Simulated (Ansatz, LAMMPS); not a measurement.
# Li+ triflate in gamma-butyrolactone and sulfolane and fluoroethylene carbonate, from a frame at 330 K (233 atoms): geometry optimisation, part 2 of 3

Aim: bring Li+ triflate in gamma-butyrolactone and sulfolane and fluoroethylene carbonate, from a frame at 330 K (233 atoms) to a nearby minimum of the energy and see what moves.

Ansatz 0.2.0; Kohn-Sham DFT, revPBE+D4, PAW (set soft_2), plane waves.

The cell: 45 O, 9 S, 65 C, 101 H, 11 F and 2 Li. The network of contacts between molecules at the start is that of the classical potential that made the cell. The density was typed from a rule of thumb and may lie off the real one at this temperature. Only the Γ point is sampled, in a cell whose shortest periodic width is 14 Å.

So far. Step 3 (Single point at the start): Neighbours are counted within 1.34 Å (H-C), 1.82 Å (C-C), 1.73 Å (C-O), 1.62 Å (C-F), 2.21 Å (C-S), 1.88 Å (O-S), 2.43 Å (O-Li).

**4. Relaxation**

The atoms are relaxed in the fixed cell, aiming at the force tolerance of the input.

Contents of input.yaml:

```yaml
crystal:
  lattice:
    - [13.79879, 0.0, 0.0]
    - [0.0, 13.79879, 0.0]
    - [0.0, 0.0, 13.79879]
  atoms:
    [... the 233 atom lines of step 3 ...]
kpoints:
  mp_grid: { grid: [1, 1, 1] }
hamiltonian:
  xc: revpbe
  dispersion: d4
scf:
  occupations: { method: fermi_dirac, width: 0.025 }
output:
  forces: true
relax:
  f_tol: 0.03
  max_steps: 200
```

Command:

```sh
ansatz run input.yaml --threads 4 --pin off --max-ram 8192MiB --backend cpu --events-out ev --progress --plain --runs-dir out
```

Numbers of over 12 decimals in the logs are rounded to 6 here.

What it wrote:

```text
[...]
Crystal: 233 atoms, lattice volume = 2627.381 Å³
Basis set: ecut = 420 eV, 51435 PW (Γ), exchange–correlation on 192×192×192 points (8 copies of the dense FFT grid, shifted against one another)
Bands: 617, of which v1, the nominal top of the filled ones, is band 384 counted from 1 (383 counted from 0)
Symmetry: 1 space group operations
[...]
k-points: 1
[...]
SCF iter   1: F=—  HF=-61045.162224 eV  |F-HF|=—  |Δ(HF+E_count)|=         —  Δρ=7.62e-3  dr2=1.68e0  ethr=1.77e-3  ⟨swp⟩=7.0  Hψ=2949  notcnv=0  defer=84
[...]
SCF iter   8: F=-61044.771722 eV  HF=-61044.771737 eV  |F-HF|=1.49e-5  |Δ(HF+E_count)|=   4.30e-5  Δρ=2.36e-5  dr2=1.36e-5  ethr=2.93e-9  ⟨swp⟩=4.0  Hψ=1681  notcnv=0
SCF 1 converged in 8 iterations: F = -61044.771722 eV  dr2 = 1.36e-5
[...]
relax step   1: F+E_penalty+E_count = -61044.77172223 eV  Δ(F+E_penalty+E_count) = +0.000e0 eV  max|allowed force component| = 4.602e0 eV/Å  Δτ_max = 0.0000 Å  (8 SCF iters, dr2 threshold 2.25e-5 eV, accepted)
[...]
relax step   2: F+E_penalty+E_count = -61054.34059342 eV  Δ(F+E_penalty+E_count) = -9.569e0 eV  max|allowed force component| = 1.889e0 eV/Å  Δτ_max = 0.1946 Å  (7 SCF iters, dr2 threshold 1.00e-4 eV, accepted)
[...]
relax step   3: F+E_penalty+E_count = -61056.62448322 eV  Δ(F+E_penalty+E_count) = -2.284e0 eV  max|allowed force component| = 1.443e0 eV/Å  Δτ_max = 0.1900 Å  (7 SCF iters, dr2 threshold 1.00e-4 eV, accepted)
relax step   4: F+E_penalty+E_count = -61057.35339783 eV  Δ(F+E_penalty+E_count) = -7.289e-1 eV  max|allowed force component| = 5.883e-1 eV/Å  Δτ_max = 0.1928 Å  (7 SCF iters, dr2 threshold 1.00e-4 eV, accepted)
relax step   5: F+E_penalty+E_count = -61057.76689327 eV  Δ(F+E_penalty+E_count) = -4.135e-1 eV  max|allowed force component| = 3.857e-1 eV/Å  Δτ_max = 0.1946 Å  (7 SCF iters, dr2 threshold 5.75e-5 eV, accepted)
relax step   6: F+E_penalty+E_count = -61058.02532854 eV  Δ(F+E_penalty+E_count) = -2.584e-1 eV  max|allowed force component| = 2.530e-1 eV/Å  Δτ_max = 0.1921 Å  (7 SCF iters, dr2 threshold 2.47e-5 eV, accepted)
relax step   7: F+E_penalty+E_count = -61058.20347064 eV  Δ(F+E_penalty+E_count) = -1.781e-1 eV  max|allowed force component| = 3.635e-1 eV/Å  Δτ_max = 0.1922 Å  (7 SCF iters, dr2 threshold 2.75e-5 eV, accepted)
relax step   8: F+E_penalty+E_count = -61058.33693947 eV  Δ(F+E_penalty+E_count) = -1.335e-1 eV  max|allowed force component| = 3.126e-1 eV/Å  Δτ_max = 0.1919 Å  (7 SCF iters, dr2 threshold 5.68e-5 eV, accepted)
relax step   9: F+E_penalty+E_count = -61058.41899342 eV  Δ(F+E_penalty+E_count) = -8.205e-2 eV  max|allowed force component| = 4.301e-1 eV/Å  Δτ_max = 0.1950 Å  (7 SCF iters, dr2 threshold 7.23e-5 eV, accepted)
relax step  10: F+E_penalty+E_count = -61058.47689720 eV  Δ(F+E_penalty+E_count) = -5.790e-2 eV  max|allowed force component| = 5.256e-1 eV/Å  Δτ_max = 0.1667 Å  (7 SCF iters, dr2 threshold 1.00e-4 eV, accepted)
relax step  11: F+E_penalty+E_count = -61058.52976739 eV  Δ(F+E_penalty+E_count) = -5.287e-2 eV  max|allowed force component| = 6.129e-1 eV/Å  Δτ_max = 0.1655 Å  (7 SCF iters, dr2 threshold 1.00e-4 eV, accepted)
relax step  12: F+E_penalty+E_count = -61058.58030275 eV  Δ(F+E_penalty+E_count) = -5.054e-2 eV  max|allowed force component| = 5.328e-1 eV/Å  Δτ_max = 0.1165 Å  (6 SCF iters, dr2 threshold 1.00e-4 eV, accepted)
relax step  13: F+E_penalty+E_count = -61058.63371793 eV  Δ(F+E_penalty+E_count) = -5.342e-2 eV  max|allowed force component| = 4.654e-1 eV/Å  Δτ_max = 0.1944 Å  (6 SCF iters, dr2 threshold 1.00e-4 eV, accepted)
relax step  14: F+E_penalty+E_count = -61058.66905656 eV  Δ(F+E_penalty+E_count) = -3.534e-2 eV  max|allowed force component| = 6.761e-1 eV/Å  Δτ_max = 0.1949 Å  (6 SCF iters, dr2 threshold 1.00e-4 eV, accepted)
relax step  15: F+E_penalty+E_count = -61058.70560927 eV  Δ(F+E_penalty+E_count) = -3.655e-2 eV  max|allowed force component| = 7.237e-1 eV/Å  Δτ_max = 0.1920 Å  (6 SCF iters, dr2 threshold 1.00e-4 eV, accepted)
relax step  16: F+E_penalty+E_count = -61058.74164573 eV  Δ(F+E_penalty+E_count) = -3.604e-2 eV  max|allowed force component| = 6.590e-1 eV/Å  Δτ_max = 0.1949 Å  (6 SCF iters, dr2 threshold 1.00e-4 eV, accepted)
relax step  17: F+E_penalty+E_count = -61058.77303416 eV  Δ(F+E_penalty+E_count) = -3.139e-2 eV  max|allowed force component| = 5.552e-1 eV/Å  Δτ_max = 0.1949 Å  (6 SCF iters, dr2 threshold 1.00e-4 eV, accepted)
relax step  18: F+E_penalty+E_count = -61058.79641859 eV  Δ(F+E_penalty+E_count) = -2.338e-2 eV  max|allowed force component| = 4.740e-1 eV/Å  Δτ_max = 0.1881 Å  (6 SCF iters, dr2 threshold 1.00e-4 eV, accepted)
relax step  19: F+E_penalty+E_count = -61058.81678050 eV  Δ(F+E_penalty+E_count) = -2.036e-2 eV  max|allowed force component| = 3.544e-1 eV/Å  Δτ_max = 0.0799 Å  (6 SCF iters, dr2 threshold 1.00e-4 eV, accepted)
relax step  20: F+E_penalty+E_count = -61058.84236470 eV  Δ(F+E_penalty+E_count) = -2.558e-2 eV  max|allowed force component| = 1.787e-1 eV/Å  Δτ_max = 0.1167 Å  (6 SCF iters, dr2 threshold 7.02e-5 eV, accepted)
[...]
relax step  47: F+E_penalty+E_count = -61058.95361740 eV  Δ(F+E_penalty+E_count) = -3.778e-3 eV  max|allowed force component| = 6.279e-2 eV/Å  Δτ_max = 0.1369 Å  (10 SCF iters, accepted)
[...]
relax step  50: F+E_penalty+E_count = -61058.95920647 eV  Δ(F+E_penalty+E_count) = -2.288e-3 eV  max|allowed force component| = 3.710e-2 eV/Å  Δτ_max = 0.0560 Å  (9 SCF iters, accepted)
relax step  51: F+E_penalty+E_count = -61058.96055784 eV  Δ(F+E_penalty+E_count) = -1.351e-3 eV  max|allowed force component| = 4.364e-2 eV/Å  Δτ_max = 0.0696 Å  (9 SCF iters, accepted)
[...]
relax step  67: F+E_penalty+E_count = -61058.99343282 eV  Δ(F+E_penalty+E_count) = -1.155e-3 eV  max|allowed force component| = 5.269e-2 eV/Å  Δτ_max = 0.0643 Å  (9 SCF iters, accepted)
relax step  68: F+E_penalty+E_count = -61058.99470726 eV  Δ(F+E_penalty+E_count) = -1.274e-3 eV  max|allowed force component| = 5.551e-2 eV/Å  Δτ_max = 0.0691 Å  (9 SCF iters, accepted)
[...]
relax step  78: F+E_penalty+E_count = -61059.01822682 eV  Δ(F+E_penalty+E_count) = -3.471e-3 eV  max|allowed force component| = 8.316e-2 eV/Å  Δτ_max = 0.1578 Å  (10 SCF iters, accepted)
[...]
relax step  83: F+E_penalty+E_count = -61059.02715296 eV  Δ(F+E_penalty+E_count) = -1.786e-3 eV  max|allowed force component| = 4.119e-2 eV/Å  Δτ_max = 0.1334 Å  (10 SCF iters, accepted)
relax step  84: F+E_penalty+E_count = -61059.02831098 eV  Δ(F+E_penalty+E_count) = -1.158e-3 eV  max|allowed force component| = 4.539e-2 eV/Å  Δτ_max = 0.0597 Å  (9 SCF iters, accepted)
[...]
relax step  99: F+E_penalty+E_count = -61059.07645123 eV  Δ(F+E_penalty+E_count) = -3.964e-3 eV  max|allowed force component| = 8.461e-2 eV/Å  Δτ_max = 0.0614 Å  (7 SCF iters, dr2 threshold 3.08e-6 eV, accepted)
relax step 100: F+E_penalty+E_count = -61059.08030706 eV  Δ(F+E_penalty+E_count) = -3.856e-3 eV  max|allowed force component| = 7.870e-2 eV/Å  Δτ_max = 0.1208 Å  (9 SCF iters, dr2 threshold 1.31e-6 eV, accepted)
relax step 101: F+E_penalty+E_count = -61059.08054534 eV  Δ(F+E_penalty+E_count) = -2.383e-4 eV  max|allowed force component| = 1.184e-1 eV/Å  Δτ_max = 0.1665 Å  (9 SCF iters, dr2 threshold 2.63e-6 eV, accepted)
relax step 102: F+E_penalty+E_count = -61059.08402039 eV  Δ(F+E_penalty+E_count) = -3.475e-3 eV  max|allowed force component| = 7.606e-2 eV/Å  Δτ_max = 0.0718 Å  (7 SCF iters, dr2 threshold 1.21e-5 eV, accepted)
relax step 103: F+E_penalty+E_count = -61059.08549968 eV  Δ(F+E_penalty+E_count) = -1.479e-3 eV  max|allowed force component| = 3.798e-2 eV/Å  Δτ_max = 0.0280 Å  (6 SCF iters, dr2 threshold 2.39e-6 eV, accepted)
relax step 104: F+E_penalty+E_count = -61059.08721132 eV  Δ(F+E_penalty+E_count) = -1.712e-3 eV  max|allowed force component| = 2.868e-2 eV/Å  Δτ_max = 0.0348 Å  (9 SCF iters, accepted)
relax step 105: F+E_penalty+E_count = -61059.08917278 eV  Δ(F+E_penalty+E_count) = -1.961e-3 eV  max|allowed force component| = 3.764e-2 eV/Å  Δτ_max = 0.0876 Å  (10 SCF iters, accepted)
relax step 106: F+E_penalty+E_count = -61059.08994358 eV  Δ(F+E_penalty+E_count) = -7.708e-4 eV  max|allowed force component| = 3.103e-2 eV/Å  Δτ_max = 0.0294 Å  (9 SCF iters, accepted)
relax step 107: F+E_penalty+E_count = -61059.09146614 eV  Δ(F+E_penalty+E_count) = -1.523e-3 eV  max|allowed force component| = 2.805e-2 eV/Å  Δτ_max = 0.0614 Å  (9 SCF iters, accepted)
relax step 108: F+E_penalty+E_count = -61059.09253110 eV  Δ(F+E_penalty+E_count) = -1.065e-3 eV  max|allowed force component| = 3.466e-2 eV/Å  Δτ_max = 0.0432 Å  (9 SCF iters, accepted)
relax step 109: F+E_penalty+E_count = -61059.09363085 eV  Δ(F+E_penalty+E_count) = -1.100e-3 eV  max|allowed force component| = 4.836e-2 eV/Å  Δτ_max = 0.0714 Å  (8 SCF iters, dr2 threshold 9.82e-7 eV, accepted)
relax step 110: F+E_penalty+E_count = -61059.09426605 eV  Δ(F+E_penalty+E_count) = -6.352e-4 eV  max|allowed force component| = 5.561e-2 eV/Å  Δτ_max = 0.0451 Å  (7 SCF iters, dr2 threshold 2.34e-6 eV, accepted)
relax step 111: F+E_penalty+E_count = -61059.09507282 eV  Δ(F+E_penalty+E_count) = -8.068e-4 eV  max|allowed force component| = 2.854e-2 eV/Å  Δτ_max = 0.0207 Å  (6 SCF iters, dr2 threshold 3.09e-6 eV, accepted)
[...]
relax step 112: F+E_penalty+E_count = -61059.09507336 eV  Δ(F+E_penalty+E_count) = -5.433e-7 eV  max|allowed force component| = 2.856e-2 eV/Å  Δτ_max = 0.0000 Å  (4 SCF iters, accepted)
SCF converged after 4 iterations
Free energy (F): -61059.095073 eV
[...]
Internal energy: -61059.095073 eV  (E = F + TS)
E sigma→0 (E₀):  -61059.095073 eV
Fermi energy:    2.011004 eV
[...]
--- Forces (eV/Å), atoms counted from 1 ---
  atom   1  O     -0.00796822     0.00879594    -0.00942164
  atom   2  S      0.00829623    -0.00379524     0.00056810
  atom   3  O     -0.00002944    -0.01002673     0.00894079
  atom   4  C      0.00294217     0.00958390    -0.00193935
  atom   5  C      0.00210406    -0.00210189     0.00106373
  atom   6  C     -0.00524967     0.00235557    -0.00208421
  atom   7  C      0.00364251    -0.00117197    -0.00385520
  atom   8  H      0.00175822    -0.00071890    -0.00332014
  atom   9  H      0.00036266    -0.00266616     0.00271710
  atom  10  H     -0.00346028     0.00425311    -0.00291086
  atom  11  H     -0.00218330    -0.00303595    -0.00069117
  atom  12  H     -0.00338029    -0.00045258     0.00242163
  atom  13  H      0.00304313    -0.00438486     0.00259949
  atom  14  H     -0.00437392     0.00615761    -0.00132131
[...]
atom 232  Li    -0.00403778     0.00204616    -0.00253680
  atom 233  Li     0.00150431     0.00239293    -0.00269236
  max |Σ_I F_I| component: 1.73e-4 eV/Å
--- Relaxed structure (112 steps of the walk, 112 accepted, 0 SCFs on fresh bases) ---
  F+E_penalty+E_count = -61059.09507336 eV   max|allowed force component| = 2.856e-2 eV/Å
  atoms:
    - { symbol: O, position: [0.554939, 0.482886, 0.172645] }
    - { symbol: S, position: [0.463526, 0.515629, 0.129069] }
    - { symbol: O, position: [0.468023, 0.593267, 0.056703] }
    - { symbol: C, position: [0.398497, 0.411159, 0.081881] }
[...]
- { symbol: Li, position: [0.058021, 0.167871, 0.341485] }
```

Wall time 21 min (4 threads of AMD EPYC 9R45, shared host); peak memory 4.2 GiB.

Relaxation path (22 of 112):

```csv
step,energy less that of the first step (eV),largest force component (eV/Å)
1,0.0000,4.6015
6,-13.2536,0.2530
12,-13.8086,0.5328
17,-14.0013,0.5552
22,-14.0991,0.2099
27,-14.1390,0.0718
33,-14.1466,0.0487
38,-14.1527,0.0416
43,-14.1657,0.2049
49,-14.1852,0.0412
54,-14.1936,0.1176
59,-14.2023,0.1432
64,-14.2162,0.1232
70,-14.2259,0.1077
75,-14.2357,0.1725
80,-14.2502,0.1069
86,-14.2602,0.0836
91,-14.2728,0.2190
96,-14.2938,0.1281
101,-14.3088,0.1184
107,-14.3197,0.0281
112,-14.3234,0.0286
```

The atoms that moved most (Å):

```
atom      dx      dy      dz  length
F221   1.983  -2.755  -0.030   3.395
H128   2.698  -0.113  -1.738   3.211
O171   1.196   2.147  -1.341   2.799
H127   1.312   0.879  -1.975   2.529
 H99  -2.074  -1.252   0.632   2.504
H129   2.263  -0.823  -0.630   2.489
C122   2.025  -0.168  -1.171   2.345
F223  -0.252  -2.254   0.327   2.292
```

The relaxation changed the energy by -61.5 meV/atom, and atoms moved by 1.2 Å r.m.s., 3.4 Å at most.

**5. Distances and neighbours after relaxation**

Bonds before and after, by the cutoffs listed below:

```
pair  bonds before  bonds after  mean before (Å)  mean after (Å)  spread before (Å)  spread after (Å)
 H-C           101          101            1.091           1.095              0.031             0.002
 C-C            41           41            1.509           1.532              0.038             0.009
 C-O            40           40            1.346           1.356              0.084             0.091
 C-F            11           11            1.359           1.373              0.035             0.021
 C-S            16           16            1.773           1.822              0.053             0.021
 O-S            20           20            1.455           1.467              0.020             0.005
O-Li             8            8            1.928           1.964              0.071             0.024
```

Density 1.34 g/cm³, 11.28 Å³ an atom.

Pair distribution functions g(r), in bins of 0.2 Å:

| r (Å) | total | H-H | H-C | H-O | H-F | H-S | H-Li |
| --- | --- | --- | --- | --- | --- | --- | --- |
| 1.00 | 3.33 | 0.00 | 13.80 | 0.00 | 0.00 | 0.00 | 0.00 |
| 1.20 | 0.29 | 0.00 | 0.13 | 0.00 | 0.00 | 0.00 | 0.00 |
| 1.40 | 1.16 | 0.00 | 0.00 | 0.00 | 0.00 | 0.00 | 0.00 |
| 1.60 | 0.68 | 0.00 | 0.00 | 0.00 | 0.00 | 0.00 | 0.00 |
| 1.80 | 0.77 | 3.10 | 0.00 | 0.00 | 0.00 | 0.00 | 0.00 |
| 2.00 | 0.35 | 0.00 | 0.00 | 1.33 | 1.15 | 0.00 | 0.00 |
| 2.20 | 1.55 | 0.08 | 4.96 | 0.14 | 0.00 | 0.00 | 0.00 |
| 2.40 | 1.25 | 2.47 | 0.00 | 0.75 | 1.08 | 5.69 | 0.00 |
| 2.60 | 0.75 | 1.05 | 0.00 | 1.30 | 0.97 | 0.00 | 0.00 |
| 2.80 | 0.94 | 1.38 | 0.62 | 2.07 | 2.01 | 0.28 | 0.00 |
| 3.00 | 0.88 | 1.41 | 0.89 | 1.07 | 0.63 | 1.54 | 0.00 |
| 3.20 | 0.88 | 0.76 | 0.78 | 1.02 | 1.18 | 1.34 | 1.04 |
| 3.40 | 1.04 | 0.62 | 1.46 | 0.80 | 0.74 | 0.99 | 0.47 |
| 3.60 | 0.89 | 0.67 | 0.76 | 0.86 | 0.65 | 2.21 | 1.61 |
| 3.80 | 0.73 | 0.82 | 0.70 | 0.64 | 0.39 | 0.64 | 0.00 |
| 4.00 | 0.99 | 1.17 | 0.87 | 1.13 | 0.83 | 0.80 | 0.65 |
| 4.20 | 0.96 | 1.13 | 0.80 | 1.14 | 0.80 | 0.84 | 0.58 |
| 4.40 | 0.98 | 1.06 | 0.84 | 1.24 | 0.98 | 0.60 | 1.62 |
| 4.60 | 0.93 | 0.78 | 0.97 | 0.97 | 1.06 | 0.81 | 1.23 |
| 4.80 | 0.96 | 0.83 | 1.13 | 0.97 | 0.98 | 1.09 | 0.45 |
| 5.00 | 1.04 | 1.00 | 1.11 | 0.96 | 1.35 | 1.24 | 1.03 |
| 5.20 | 1.04 | 1.17 | 1.04 | 1.03 | 1.15 | 0.68 | 1.33 |
| 5.40 | 1.08 | 1.04 | 1.11 | 0.82 | 1.03 | 1.18 | 0.71 |
| 5.60 | 1.11 | 1.13 | 1.04 | 1.12 | 0.84 | 1.14 | 1.48 |
| 5.80 | 1.14 | 1.01 | 1.21 | 1.09 | 1.09 | 0.88 | 0.92 |
| 6.00 | 1.02 | 1.00 | 1.11 | 0.99 | 0.97 | 0.64 | 1.44 |
| 6.20 | 0.99 | 0.84 | 1.06 | 0.98 | 0.85 | 0.87 | 1.21 |
| 6.40 | 1.09 | 1.04 | 1.09 | 1.06 | 0.87 | 1.18 | 1.01 |

Bonds by pair of elements; cutoffs follow the first minimum of g(r), held within bounds set by covalent radii, and pairs that aren't listed don't count as bonded:

| pair A-B | cutoff (Å) | bonds | mean length (Å) | spread (Å) | shortest (Å) | B about A | A about B |
| --- | --- | --- | --- | --- | --- | --- | --- |
| H-C | 1.34 | 101 | 1.09 | 0.002 | 1.09 | 1 | 1.55 |
| C-C | 1.85 | 41 | 1.53 | 0.009 | 1.51 | 1.26 | 1.26 |
| C-O | 1.73 | 40 | 1.36 | 0.091 | 1.20 | 0.615 | 0.889 |
| C-F | 1.62 | 11 | 1.37 | 0.021 | 1.35 | 0.169 | 1 |
| C-S | 2.21 | 16 | 1.82 | 0.021 | 1.80 | 0.246 | 1.78 |
| O-S | 1.88 | 20 | 1.47 | 0.005 | 1.46 | 0.444 | 2.22 |
| O-Li | 2.38 | 8 | 1.96 | 0.024 | 1.92 | 0.178 | 4 |

How many atoms have how many bonded neighbours:

```
element  mean    1   2   3   4
      C  3.85    0   0  10  55
      F     1   11   0   0   0
      H     1  101   0   0   0
     Li     4    0   0   0   2
      O  1.51   22  23   0   0
      S     4    0   0   0   9
```

Bond angles (no mean is given where the spread exceeds 20°):

```
angle  count  mean (°)  spread (°)
C-C-H    149       112         2.1
H-C-H     48       109         1.2
C-S-O     34       109           3
H-C-S     28       107         1.1
C-C-O     25       111         9.4
```

Bond length by coordination (bonds to H left out):

| element | coordination | atoms | mean bond length (Å) |
| --- | --- | --- | --- |
| C | 3 | 10 | 1.34 |
| C | 4 | 55 | 1.55 |
| O | 1 | 22 | 1.38 |
| O | 2 | 23 | 1.50 |

Rings of the network by King's shortest-path rule, up to 12 atoms, one path for each pair of neighbours; H, halogens, alkali and alkaline-earth atoms are left out, and the last column divides by all other atoms, bonded or not:

| ring size (atoms) | rings | per network atom |
| --- | --- | --- |
| 5 | 17 | 0.143 |

With the cutoffs above, 85 % of C atoms have 4, all F atoms have 1, all H atoms have 1 and all Li atoms have 4 bonded neighbours. The C-C-H angle averages 112° with a spread of 2°. All rings counted have 5 atoms.

(Continued in part 3 of 3.)

[Logs are printed without paths, hosts, clocks, repeated set-up lines and the standing remarks that a program may print on its own settings, such as how far it seeks lower states.]

[Hosts, paths, dates, database ids (printed as entryN), source tags and the programs' standing remarks are cut or masked in the printed files.]
